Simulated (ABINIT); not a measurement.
# A GW chain in ABINIT: BaAlSiH (P3m1), part 2 of 3

Wanted: ground state, empty states, screening and self-energy for BaAlSiH (P3m1).

ABINIT 10.8.3; LDA and many-body steps on it, plane waves. Known limits of the many-body steps: not at the basis limit; no spin-orbit coupling; coarse k mesh.

So far. Step 2 (Ground state): The gap is indirect, with the least direct gap 0.55 eV higher.

## Step 3: Bands along the symmetry lines

Level of this step: DFT, LDA, plane waves, norm-conserving pseudopotentials (ABINIT).

The cheap functional maps the bands first; the places of the edges decide which points the dearer methods must see.

run.abi reads:

```
acell 3*1.0 Angstrom
rprim 
  4.334227520372 0.000000000006 0.000000000000
  -2.167113760192 3.753551138421 0.000000000000
  0.000000000000 0.000000000000 5.262552000000
ntypat 4
znucl 56 13 14 1
natom 4
typat 1 2 3 4
xred 
  0.000000000000 0.000000000000 0.000436000000
  0.666666666667 0.333333333333 0.465248000000
  0.333333333333 0.666666666667 0.542307000000
  0.666666666667 0.333333333333 0.134910000000
pp_dirpath "pseudos"
pseudos "Ba.upf, Al.upf, Si.upf, H.upf"
ecut 31
iscf -2
irdden 1
kptopt 0
nkpt 75
kpt 
  0.00000000 0.00000000 0.00000000
  0.06250000 0.00000000 0.00000000
  0.12500000 0.00000000 0.00000000
  0.18750000 0.00000000 0.00000000
  0.25000000 0.00000000 0.00000000
  0.31250000 0.00000000 0.00000000
  0.37500000 0.00000000 0.00000000
  0.43750000 0.00000000 0.00000000
  0.50000000 0.00000000 0.00000000
  0.47916667 0.04166667 0.00000000
  0.45833333 0.08333333 0.00000000
  0.43750000 0.12500000 0.00000000
  0.41666666 0.16666666 0.00000000
  0.39583333 0.20833333 0.00000000
  0.37500000 0.25000000 0.00000000
  0.35416666 0.29166666 0.00000000
  0.33333333 0.33333333 0.00000000
  0.29166666 0.29166666 0.00000000
  0.25000000 0.25000000 0.00000000
  0.20833333 0.20833333 0.00000000
  0.16666666 0.16666666 0.00000000
  0.12500000 0.12500000 0.00000000
  0.08333333 0.08333333 0.00000000
  0.04166667 0.04166667 0.00000000
  0.00000000 0.00000000 0.00000000
  0.00000000 0.00000000 0.06250000
  0.00000000 0.00000000 0.12500000
  0.00000000 0.00000000 0.18750000
  0.00000000 0.00000000 0.25000000
  0.00000000 0.00000000 0.31250000
  0.00000000 0.00000000 0.37500000
  0.00000000 0.00000000 0.43750000
  0.00000000 0.00000000 0.50000000
  0.06250000 0.00000000 0.50000000
  0.12500000 0.00000000 0.50000000
  0.18750000 0.00000000 0.50000000
  0.25000000 0.00000000 0.50000000
  0.31250000 0.00000000 0.50000000
  0.37500000 0.00000000 0.50000000
  0.43750000 0.00000000 0.50000000
  0.50000000 0.00000000 0.50000000
  0.47916667 0.04166667 0.50000000
  0.45833333 0.08333333 0.50000000
  0.43750000 0.12500000 0.50000000
  0.41666666 0.16666666 0.50000000
  0.39583333 0.20833333 0.50000000
  0.37500000 0.25000000 0.50000000
  0.35416666 0.29166666 0.50000000
  0.33333333 0.33333333 0.50000000
  0.29166666 0.29166666 0.50000000
  0.25000000 0.25000000 0.50000000
  0.20833333 0.20833333 0.50000000
  0.16666666 0.16666666 0.50000000
  0.12500000 0.12500000 0.50000000
  0.08333333 0.08333333 0.50000000
  0.04166667 0.04166667 0.50000000
  0.00000000 0.00000000 0.50000000
  0.50000000 0.00000000 0.50000000
  0.50000000 0.00000000 0.43750000
  0.50000000 0.00000000 0.37500000
  0.50000000 0.00000000 0.31250000
  0.50000000 0.00000000 0.25000000
  0.50000000 0.00000000 0.18750000
  0.50000000 0.00000000 0.12500000
  0.50000000 0.00000000 0.06250000
  0.50000000 -0.00000000 0.00000000
  0.33333333 0.33333333 0.50000000
  0.33333333 0.33333333 0.43750000
  0.33333333 0.33333333 0.37500000
  0.33333333 0.33333333 0.31250000
  0.33333333 0.33333333 0.25000000
  0.33333333 0.33333333 0.18750000
  0.33333333 0.33333333 0.12500000
  0.33333333 0.33333333 0.06250000
  0.33333333 0.33333333 0.00000000
istwfk *1
nband 16
nbdbuf 2
tolwfr 1e-08
nstep 40
prtwf 0
prtvol 0
indata_prefix "in"
outdata_prefix "out"
tmpdata_prefix "tmp"
```

On the command line:

```console
OMP_NUM_THREADS=1 mpirun -n 8 abinit run.abi > log
```

Numbers of over 12 decimals in the logs are rounded to 6 here.

What it wrote:

```text
.Version 10.8.3 of ABINIT. v10.8.2 released Aug 2026.

 Symmetries : space group P3 m 1 (#156); Bravais hP (primitive hexag.)
[... echo of the input left out ...]
== DATASET  1 ==================================================================
-   mpi_nproc: 8, omp_nthreads: 1 (-1 if OMP is not activated)

--- !DatasetInfo
iteration_state: {dtset: 1, }
dimensions: {natom: 4, nkpt: 75, mband: 16, nsppol: 1, nspinor: 1, nspden: 1, mpw: 4806, }
cutoff_energies: {ecut:  31.0, pawecutdg:  -1.0, }
electrons: {nelect:   1.80000000E+01, charge:   0.00000000E+00, occopt:   1.00000000E+00, tsmear:   1.00000000E-02, }

 Real(R)+Recip(G) space primitive vectors, cartesian coordinates (Bohr,Bohr^-1):
 R(1)=  8.1905030  0.0000000  0.0000000  G(1)=  0.1220926  0.0704902  0.0000000
 R(2)= -4.0952515  7.0931837  0.0000000  G(2)=  0.0000000  0.1409804  0.0000000
 R(3)=  0.0000000  0.0000000  9.9447820  G(3)=  0.0000000  0.0000000  0.1005552
 Unit cell volume ucvol=  5.7775943E+02 bohr^3
 Angles (23,13,12)=  9.00000000E+01  9.00000000E+01  1.20000000E+02 degrees

 getcut: wavevector=  0.0000  0.0000  0.0000  ngfft=  45  45  50
         ecut(hartree)=     31.000   => boxcut(ratio)=   2.00599

--- Pseudopotential description ------------------------------------------------
- Ba Generated using ONCVPSP code by D. R. Hamann
- 56.00000  10.00000  180309                  znucl, zion, pspdat
12 -1012 2 -1 1912                            pspcod,pspxc,lmax,lloc,mmax
     nproj     2     2     2
  pspatm : epsatm=   25.95172157
         --- l  ekb(1:nproj) -->
             0    6.668455    0.685657
             1    5.046948    0.410312
             2    2.551809    0.419281
 pspatm: atomic psp has been read  and splines computed

- Al Generated using ONCVPSP code by D. R. Hamann
- 13.00000   3.00000  180309                  znucl, zion, pspdat
12 -1012 2 -1 1854                            pspcod,pspxc,lmax,lloc,mmax
     nproj     2     2     2
  pspatm : epsatm=    0.57439143
         --- l  ekb(1:nproj) -->
[...]
pspatm: atomic psp has been read  and splines computed

- Si Generated using ONCVPSP code by D. R. Hamann
- 14.00000   4.00000  180309                  znucl, zion, pspdat
12 -1012 2 -1 1510                            pspcod,pspxc,lmax,lloc,mmax
     nproj     2     2     2
  pspatm : epsatm=    6.67003958
         --- l  ekb(1:nproj) -->
[...]
pspatm: atomic psp has been read  and splines computed

- H Generated using ONCVPSP code by D. R. Hamann
-  1.00000   1.00000  180309                  znucl, zion, pspdat
12 -1012 1 -1 1180                            pspcod,pspxc,lmax,lloc,mmax
     nproj     2     1     0
  pspatm : epsatm=    0.35439867
         --- l  ekb(1:nproj) -->
[...]
1   -0.275071
 pspatm: atomic psp has been read  and splines computed

[...]
Non-SCF case, kpt    3 (  0.12500  0.00000  0.00000), residuals and eigenvalues=
[...]
3.1581E-01  3.3067E-01  3.3672E-01  3.5715E-01
[...]
Non-SCF case, kpt   74 (  0.33333  0.33333  0.06250), residuals and eigenvalues=
[...]
Non-SCF case, kpt   75 (  0.33333  0.33333  0.00000), residuals and eigenvalues=
[...]
-8.1809E-01 -2.8648E-01 -2.8199E-01 -2.7442E-01 -5.0694E-02 -1.8300E-02
  7.3992E-02  9.0799E-02  1.5961E-01  2.2988E-01  2.8730E-01  3.2576E-01
[...]
--- !ResultsGS
iteration_state: {dtset: 1, }
comment   : Summary of ground state results
lattice_vectors:
- [  8.1905030,   0.0000000,   0.0000000, ]
- [ -4.0952515,   7.0931837,   0.0000000, ]
- [  0.0000000,   0.0000000,   9.9447820, ]
lattice_lengths: [   8.19050,    8.19050,    9.94478, ]
lattice_angles: [ 90.000,  90.000, 120.000, ] # degrees, (23, 13, 12)
lattice_volume:   5.7775943E+02
convergence: {deltae:  0.000E+00, res2:  0.000E+00, residm:  9.987E-09, diffor:  0.000E+00, }
etotal    :  -3.54390028E+01
entropy   :   0.00000000E+00
fermie    :   1.86925706E-01
cartesian_stress_tensor: null
pressure_GPa: null
xred      :
- [  0.0000E+00,   0.0000E+00,   4.3600E-04, Ba]
- [  6.6667E-01,   3.3333E-01,   4.6525E-01, Al]
- [  3.3333E-01,   6.6667E-01,   5.4231E-01, Si]
- [  6.6667E-01,   3.3333E-01,   1.3491E-01,  H]
cartesian_forces: null
force_length_stats: {min: null, max: null, mean: null, }

 Integrated electronic density in atomic spheres:
 ------------------------------------------------
 Atom  Sphere_radius  Integrated_density
[...]
================================================================================

 ----iterations are completed or convergence reached----

 Mean square residual over all n,k,spin=   53.274E-10; max=  99.869E-10
 reduced coordinates (array xred) for    4 atoms
[...]
0.333333333333      0.666666666667      0.542307000000
       0.666666666667      0.333333333333      0.134910000000

 cartesian coordinates (angstrom) at end:
[...]
3     -4e-12     2.502367     2.853919
    4      2.167114     1.251184     0.709971
 length scales=  1.889726125908  1.889726125908  1.889726125908 bohr
              =  1.000000000000  1.000000000000  1.000000000000 angstroms
 prteigrs : about to open file out_EIG
 Eigenvalues (hartree) for nkpt=  75  k points:
 kpt#   1, nband= 16, wtk=  1.00000, kpt=  0.0000  0.0000  0.0000 (reduced coord)
[...]
kpt#   2, nband= 16, wtk=  1.00000, kpt=  0.0625  0.0000  0.0000 (reduced coord)
[...]
kpt#   3, nband= 16, wtk=  1.00000, kpt=  0.1250  0.0000  0.0000 (reduced coord)
[...]
kpt#  74, nband= 16, wtk=  1.00000, kpt=  0.3333  0.3333  0.0625 (reduced coord)
[...]
kpt#  75, nband= 16, wtk=  1.00000, kpt=  0.3333  0.3333  0.0000 (reduced coord)
  -0.81809   -0.28648   -0.28199   -0.27442   -0.05069   -0.01830    0.07399    0.09080
   0.15961    0.22988    0.28730    0.32576    0.39102    0.39727    0.40274    0.43115

== END DATASET(S) ==============================================================
================================================================================

 -outvars: echo values of variables after computation  --------
            nband          16
             nkpt          75
          spgroup         156
 [... the other variables as echoed above ...]

 Calculation completed.
```

Wall time 21 s (8 MPI ranks of Arm Neoverse V1, shared host); peak memory 0.6 GiB.

Numbers from this step:

```
gap                        : 0.6634 eV
k of the valence top       : 0, 0, 0.5
k of the conduction bottom : 0.5, 0, 0.125
least direct gap           : 1.239 eV
```

The gap is 0.663 eV, −0.032 eV from the run before at this level.

Electronic bands along the path, in eV, zero at the top of the highest filled band:

| point | band 6 | band 7 | band 8 | band 9 | band 10 | band 11 | band 12 | band 13 |
| --- | --- | --- | --- | --- | --- | --- | --- | --- |
| Γ | -4.04 | -0.81 | -0.48 | -0.48 | 1.25 | 3.10 | 3.10 | 4.05 |
| halfway | -4.50 | -2.19 | -0.83 | -0.63 | 1.39 | 2.58 | 3.18 | 3.27 |
| M | -5.76 | -3.02 | -1.13 | -0.55 | 0.69 | 2.25 | 2.90 | 3.41 |
| halfway | -5.64 | -2.97 | -2.11 | -0.57 | 1.00 | 2.59 | 3.29 | 4.21 |
| K | -5.58 | -3.07 | -2.62 | -0.74 | 1.17 | 2.73 | 3.78 | 5.55 |
| halfway | -4.63 | -2.25 | -1.48 | -0.57 | 1.95 | 2.14 | 2.70 | 3.98 |
| Γ | -4.04 | -0.81 | -0.48 | -0.48 | 1.25 | 3.10 | 3.10 | 4.05 |
| halfway | -4.55 | -0.44 | -0.33 | -0.33 | 1.45 | 2.25 | 2.25 | 3.17 |
| A | -5.10 | -0.14 | -0.14 | 0.00 | 1.65 | 1.81 | 1.81 | 2.53 |
| halfway | -4.67 | -2.60 | -1.08 | -0.69 | 1.61 | 2.79 | 3.24 | 3.96 |
| L | -5.18 | -3.20 | -1.59 | -0.79 | 1.57 | 3.24 | 3.86 | 5.23 |
| halfway | -5.43 | -3.06 | -1.97 | -0.63 | 2.56 | 3.19 | 4.11 | 4.62 |
| H | -5.81 | -2.92 | -2.24 | -0.45 | 2.89 | 3.82 | 4.29 | 4.68 |
| halfway | -4.67 | -2.82 | -1.49 | -0.67 | 2.25 | 2.89 | 3.23 | 3.69 |
| A | -5.10 | -0.14 | -0.14 | 0.00 | 1.65 | 1.81 | 1.81 | 2.53 |
| jump to L | -5.18 | -3.20 | -1.59 | -0.79 | 1.57 | 3.24 | 3.86 | 5.23 |
| halfway | -5.50 | -3.01 | -1.38 | -0.69 | 0.82 | 2.85 | 3.71 | 4.10 |
| M | -5.76 | -3.02 | -1.13 | -0.55 | 0.69 | 2.25 | 2.90 | 3.41 |
| jump to H | -5.81 | -2.92 | -2.24 | -0.45 | 2.89 | 3.82 | 4.29 | 4.68 |
| halfway | -5.70 | -2.80 | -2.69 | -0.60 | 2.23 | 3.32 | 3.77 | 4.36 |
| K | -5.58 | -3.07 | -2.62 | -0.74 | 1.17 | 2.73 | 3.78 | 5.55 |

The electronic bands as a text plot (rows in eV, shown from -8.0 to 2.5 only):

```
    2.3 |    +++++    + ++++   +  +++      +      + +++   ++  +
    1.9 | ++           +++++    ++++++             ++++
    1.4 |+  +         ++    +++++++   +++++           ++       ++
    1.0 |    ++  +++++                                  +
    0.6 |      ++                                        +++
    0.1 |                        ***                 **
   -0.3 |*       *     *    **********       ***   ****     **
   -0.8 |******** ***** *******    * ********   *** ** *****  ***
   -1.2 | *   ***        ***        * *            *     ***
   -1.6 |  *     *      *              *****     ** *  **
   -2.1 |   *     *    ***           *      *****  *        *
   -2.5 |    *     *****              *                      ****
   -3.0 |     *********                *   ********    **********
   -3.4 |                               ***
   -3.8 |
   -4.3 |***             ******
   -4.7 |   **          *      **    ***         ****
   -5.1 |     *       **         ****   ****    *    ***
   -5.6 |      *******                      ** *        *********
   -6.0 |                                     *
   -6.5 |         ****                                       ****
   -6.9 |      ***    *                    ******      ******
   -7.3 |     *        *               ****      **
   -7.8 |    *          *        ******            ****
         Γ      M   K        Γ    A      L   H       A|L  M|H   K
```

## Step 4: Empty states on the mesh, 3×3×2 mesh, 96 bands

The sums over transitions need many empty states on a uniform mesh; this step solves for them.

run.abi reads:

```
acell 3*1.0 Angstrom
rprim 
  4.334227520372 0.000000000006 0.000000000000
  -2.167113760192 3.753551138421 0.000000000000
  0.000000000000 0.000000000000 5.262552000000
ntypat 4
znucl 56 13 14 1
natom 4
typat 1 2 3 4
xred 
  0.000000000000 0.000000000000 0.000436000000
  0.666666666667 0.333333333333 0.465248000000
  0.333333333333 0.666666666667 0.542307000000
  0.666666666667 0.333333333333 0.134910000000
pp_dirpath "pseudos"
pseudos "Ba.upf, Al.upf, Si.upf, H.upf"
ecut 31
ngkpt 3 3 2
nshiftk 1
shiftk 0 0 0
kptopt 1
chksymbreak 0
iscf -2
irdden 1
istwfk *1
nband 96
nbdbuf 8
tolwfr 1e-09
nstep 60
prtvol 0
indata_prefix "in"
outdata_prefix "out"
tmpdata_prefix "tmp"
```

What it wrote:

```text
.Version 10.8.3 of ABINIT. v10.8.2 released Aug 2026.

 Symmetries : space group P3 m 1 (#156); Bravais hP (primitive hexag.)
[... echo of the input left out ...]
== DATASET  1 ==================================================================
-   mpi_nproc: 8, omp_nthreads: 1 (-1 if OMP is not activated)
-    --> not optimal distribution: autoparal keyword recommended in input file <--

--- !DatasetInfo
iteration_state: {dtset: 1, }
dimensions: {natom: 4, nkpt: 6, mband: 96, nsppol: 1, nspinor: 1, nspden: 1, mpw: 4806, }
cutoff_energies: {ecut:  31.0, pawecutdg:  -1.0, }
electrons: {nelect:   1.80000000E+01, charge:   0.00000000E+00, occopt:   1.00000000E+00, tsmear:   1.00000000E-02, }

 Real(R)+Recip(G) space primitive vectors, cartesian coordinates (Bohr,Bohr^-1):
 R(1)=  8.1905030  0.0000000  0.0000000  G(1)=  0.1220926  0.0704902  0.0000000
 R(2)= -4.0952515  7.0931837  0.0000000  G(2)=  0.0000000  0.1409804  0.0000000
 R(3)=  0.0000000  0.0000000  9.9447820  G(3)=  0.0000000  0.0000000  0.1005552
 Unit cell volume ucvol=  5.7775943E+02 bohr^3
 Angles (23,13,12)=  9.00000000E+01  9.00000000E+01  1.20000000E+02 degrees

 getcut: wavevector=  0.0000  0.0000  0.0000  ngfft=  45  45  50
         ecut(hartree)=     31.000   => boxcut(ratio)=   2.00599

--- Pseudopotential description ------------------------------------------------
- Ba Generated using ONCVPSP code by D. R. Hamann
- 56.00000  10.00000  180309                  znucl, zion, pspdat
12 -1012 2 -1 1912                            pspcod,pspxc,lmax,lloc,mmax
     nproj     2     2     2
  pspatm : epsatm=   25.95172157
         --- l  ekb(1:nproj) -->
             0    6.668455    0.685657
             1    5.046948    0.410312
             2    2.551809    0.419281
 pspatm: atomic psp has been read  and splines computed

- Al Generated using ONCVPSP code by D. R. Hamann
- 13.00000   3.00000  180309                  znucl, zion, pspdat
12 -1012 2 -1 1854                            pspcod,pspxc,lmax,lloc,mmax
     nproj     2     2     2
  pspatm : epsatm=    0.57439143
         --- l  ekb(1:nproj) -->
[...]
pspatm: atomic psp has been read  and splines computed

- Si Generated using ONCVPSP code by D. R. Hamann
- 14.00000   4.00000  180309                  znucl, zion, pspdat
12 -1012 2 -1 1510                            pspcod,pspxc,lmax,lloc,mmax
     nproj     2     2     2
  pspatm : epsatm=    6.67003958
         --- l  ekb(1:nproj) -->
[...]
pspatm: atomic psp has been read  and splines computed

- H Generated using ONCVPSP code by D. R. Hamann
-  1.00000   1.00000  180309                  znucl, zion, pspdat
12 -1012 1 -1 1180                            pspcod,pspxc,lmax,lloc,mmax
     nproj     2     1     0
  pspatm : epsatm=    0.35439867
         --- l  ekb(1:nproj) -->
[...]
1   -0.275071
[...]
prteigrs : about to open file out_EIG
 Non-SCF case, kpt    1 (  0.00000  0.00000  0.00000), residuals and eigenvalues=
  5.95E-10  3.46E-10  3.99E-10  4.77E-10  3.32E-10  1.39E-10  1.64E-10  1.71E-10
  3.42E-10  3.78E-10  1.55E-10  2.57E-10  2.62E-10  5.14E-10  1.18E-10  2.03E-10
  3.70E-10  3.07E-10  1.39E-10  1.96E-10  2.56E-10  3.70E-10  4.28E-10  6.76E-10
[...]
-8.2007E-01 -2.8022E-01 -2.6671E-01 -2.6671E-01 -1.3322E-01  3.8583E-02
  1.5725E-01  1.6930E-01  1.6930E-01  2.3275E-01  3.0100E-01  3.0100E-01
  3.3577E-01  3.3577E-01  3.4665E-01  3.4665E-01  3.4923E-01  3.7529E-01
[...]
1.8241E+00  1.8693E+00  1.8785E+00  1.8785E+00  1.8795E+00  1.8942E+00
  1.8942E+00  1.9282E+00  1.9502E+00  1.9502E+00  1.9691E+00  2.0074E+00
 prteigrs : prtvol=0 or 1, do not print more k-points.

--- !ResultsGS
iteration_state: {dtset: 1, }
comment   : Summary of ground state results
lattice_vectors:
- [  8.1905030,   0.0000000,   0.0000000, ]
- [ -4.0952515,   7.0931837,   0.0000000, ]
- [  0.0000000,   0.0000000,   9.9447820, ]
lattice_lengths: [   8.19050,    8.19050,    9.94478, ]
lattice_angles: [ 90.000,  90.000, 120.000, ] # degrees, (23, 13, 12)
lattice_volume:   5.7775943E+02
convergence: {deltae:  0.000E+00, res2:  0.000E+00, residm:  9.936E-10, diffor:  0.000E+00, }
etotal    :  -3.54390028E+01
entropy   :   0.00000000E+00
fermie    :   1.86925706E-01
cartesian_stress_tensor: null
pressure_GPa: null
xred      :
- [  0.0000E+00,   0.0000E+00,   4.3600E-04, Ba]
- [  6.6667E-01,   3.3333E-01,   4.6525E-01, Al]
- [  3.3333E-01,   6.6667E-01,   5.4231E-01, Si]
- [  6.6667E-01,   3.3333E-01,   1.3491E-01,  H]
cartesian_forces: null
force_length_stats: {min: null, max: null, mean: null, }

 Integrated electronic density in atomic spheres:
 ------------------------------------------------
 Atom  Sphere_radius  Integrated_density
[...]
================================================================================

 ----iterations are completed or convergence reached----

 Mean square residual over all n,k,spin=   45.397E-11; max=  99.359E-11
 reduced coordinates (array xred) for    4 atoms
[...]
0.333333333333      0.666666666667      0.542307000000
       0.666666666667      0.333333333333      0.134910000000

 cartesian coordinates (angstrom) at end:
    1      0.000000     0.000000     0.00229447
    2      2.167114     1.251184     2.448392
    3     -4e-12     2.502367     2.853919
    4      2.167114     1.251184     0.709971
 length scales=  1.889726125908  1.889726125908  1.889726125908 bohr
              =  1.000000000000  1.000000000000  1.000000000000 angstroms
 prteigrs : about to open file out_EIG
 Eigenvalues (hartree) for nkpt=   6  k points:
 kpt#   1, nband= 96, wtk=  0.05556, kpt=  0.0000  0.0000  0.0000 (reduced coord)
[...]
1.73816    1.73816    1.75840    1.79189    1.82405    1.86930    1.87849    1.87849
   1.87952    1.89417    1.89417    1.92824    1.95019    1.95020    1.96910    2.00740
 prteigrs : prtvol=0 or 1, do not print more k-points.

== END DATASET(S) ==============================================================
================================================================================

 -outvars: echo values of variables after computation  --------
            nband          96
             nkpt           6
          spgroup         156
 [... the other variables as echoed above ...]

 Calculation completed.
```

Elapsed: 19 s, on 8 MPI ranks; peak memory 0.58 GiB; 2.5 min of CPU time.

Numbers from this step:

| Quantity | Value |
| --- | --- |
| gap | 1.072 eV |
| k of the valence top | 0, 0, 0.5 |
| k of the conduction bottom | 0.3333, 0, 0 |
| least direct gap | 1.647 eV |
| k points computed | 6 |
| lowest point of the top converged band, above the valence top | 44.60 eV |

On this mesh the gap is 1.072 eV. The earlier step found 0.695 eV, so this mesh misses an edge.

(Part 2 of 3 ends here.)

[Paths, hosts, dates, memory and timing lines, banners, echoed tables and standing remarks are left out of the program output.]

[Logs are printed without paths, hosts, clocks, repeated set-up lines and the standing remarks that a program may print on its own settings, such as how far it seeks lower states.]

[Runs of the session that timed out or met a known fault of the program may be left out.]

[Hosts, paths, dates, database ids (printed as entryN), source tags and the programs' standing remarks are cut or masked in the printed files.]

[G0W0 gaps are taken among the corrected bands and points alone; a level outside them can change the order at an edge.]

[Where Ansatz stands beside ABINIT at settings called matched, ABINIT's density can come from a denser mesh and the files from another edition; pairs whose starting gaps differed by over 0.03 eV were left out, so agreement reads better than it is.]
